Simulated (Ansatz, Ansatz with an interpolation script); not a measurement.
Planning a run of Ansatz 0.2.0 on LuPO4 (I4_1/amd). The input:

```yaml
crystal:
  lattice:
    - [-3.39475, 3.39475, 2.978]
    - [3.39475, -3.39475, 2.978]
    - [3.39475, 3.39475, -2.978]
  atoms:
    - { symbol: Lu, position: [0.75, 0.25, 0.5] }
    - { symbol: Lu, position: [0.0, 0.0, 0.0] }
    - { symbol: P, position: [0.5, 0.5, 0.0] }
    - { symbol: P, position: [0.25, 0.75, 0.5] }
    - { symbol: O, position: [0.519, 0.3413, 0.1777] }
    - { symbol: O, position: [0.0913, 0.4136, 0.3223] }
    - { symbol: O, position: [0.1636, 0.3413, 0.8223] }
    - { symbol: O, position: [0.0913, 0.769, 0.6777] }
    - { symbol: O, position: [0.231, 0.9087, 0.3223] }
    - { symbol: O, position: [0.6587, 0.481, 0.8223] }
    - { symbol: O, position: [0.5864, 0.9087, 0.6777] }
    - { symbol: O, position: [0.6587, 0.8364, 0.1777] }
kpoints:
  mp_grid: { grid: [4, 4, 4] }
  band_path:
    path:
      - [[0.0, 0.0, 0.0], [0.0, 0.0, 0.5], [-0.5, 0.5, 0.5], [0.0, 0.0, 0.0], [0.44238615, 0.44238615, -0.44238615]]
      - [[-0.44238615, 0.55761385, 0.44238615], [-0.5, 0.5, 0.5]]
      - [[0.0, 0.0, 0.5], [0.25, 0.25, 0.25], [0.0, 0.5, 0.0], [0.0, 0.0, 0.0]]
    npoints: 10
hamiltonian:
  xc: hse06
  pseudopotentials: { kind: paw, azcp: { folder: soft_1 } }
scf:
  occupations: { method: fixed }
  n_extra_bands: 8
output:
  eigenvalues: true
```

```sh
ansatz run input.yaml --threads 2 --pin off --max-ram 92160MiB --backend cuda --events-out ev --progress --plain --runs-dir out --devices 1 --max-vram 13GiB
```

Question: Estimate wall time and host memory on 1 × NVIDIA H100 80GB HBM3 (shared by 6 runs) with 2 threads of AMD EPYC 7R13 (Zen 3), shared host.

It took 5.5 min; on shared hardware allow 2.7 min to 11 min. Peak host memory was 1.6 GiB. The sizes that set the cost: 2709 plane waves a state, 13 irreducible k points and 16 SCF cycles.

Exact exchange couples every pair of k points and filled bands, so it costs far more than a semilocal run.

[Paths, hosts, dates, memory and timing lines, banners, echoed tables and standing remarks are left out of the program output.]

[Logs are printed without paths, hosts, clocks, repeated set-up lines and the standing remarks that a program may print on its own settings, such as how far it seeks lower states.]

[Runs of the session that timed out or met a known fault of the program may be left out.]

[Hosts, paths, dates, database ids (printed as entryN), source tags and the programs' standing remarks are cut or masked in the printed files.]
